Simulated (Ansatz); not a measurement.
Computed results, one entry a study.

```json
{"subject": "CO2 (Pa-3): band gap by G0W0 on PBE", "lattice_ang": [[5.4971, 0.0, 0.0], [0.0, 5.4971, 0.0], [0.0, 0.0, 5.4971]], "atoms": [["C", 0.0, 0.0, 0.0], ["C", 0.5, 0.0, 0.5], ["C", 0.5, 0.5, 0.0], ["C", 0.0, 0.5, 0.5], ["O", 0.1225, 0.1225, 0.1225], ["O", 0.3775, 0.8775, 0.6225], ["O", 0.6225, 0.3775, 0.8775], ["O", 0.8775, 0.6225, 0.3775], ["O", 0.8775, 0.8775, 0.8775], ["O", 0.6225, 0.1225, 0.3775], ["O", 0.3775, 0.6225, 0.1225], ["O", 0.1225, 0.3775, 0.6225]], "method": "DFT, PBE, plane waves, PAW; PAW set soft_1 (and 1 further level or step)", "program": "Ansatz 0.2.0", "settings_of_one_run": "cutoff 420 eV, 4×4×4 k-mesh, smearing width 0.02 eV, PAW set soft 1", "cost": "2 runs, 68 s in all on 1 × NVIDIA H100 80GB HBM3 (shared by 3 runs) with 4 threads of AMD EPYC 7R13 (Zen 3), shared host (the runs of this entry)", "notes": "The cell and positions are those that the Materials Project relaxed with its own functionals (PBE, PBE+U or r2SCAN), kept fixed. From 181 bands and 54 eV to 942 bands and 180 eV the gap moves by 10.585 − 10.325 = +0.260 eV (rung by rung 10.325, 10.442, 10.585 eV); bands and screening cutoff rise together, so their parts are not told apart. A line in one over the bands through the two highest rungs gives 10.585 + (10.585 − 10.442) × 455 / (942 − 455) = 10.719 eV, and through the pair below 10.442 + (10.442 − 10.325) × 181 / (455 − 181) = 10.519 eV. The two differ by 0.200 eV, not under the 0.030 eV asked, so the law does not hold well over these rungs and the limit is not known.", "results": {"pbe_gap_over_mesh_and_path": "6.871 eV, direct, at k = Γ", "g0w0_pbe_gap_over_all_11_irreducible_mesh_points": "10.585 eV, direct, at k = Γ", "gw_settings": "4×4×4 mesh, 910 empty bands, screening to 180 eV, PAW set soft_1 files", "known_limits": "finite bands, screening cutoff and k mesh; no spin-orbit coupling in G0W0"}}
```

[Paths, hosts, dates, memory and timing lines, banners, echoed tables and standing remarks are left out of the program output.]

[Logs are printed without paths, hosts, clocks, repeated set-up lines and the standing remarks that a program may print on its own settings, such as how far it seeks lower states.]

[Runs of the session that timed out or met a known fault of the program may be left out.]

[Cells called generated may have been cut or substituted from an entry of the Crystallography Open Database or the Materials Project.]

[Hosts, paths, dates, database ids (printed as entryN), source tags and the programs' standing remarks are cut or masked in the printed files.]
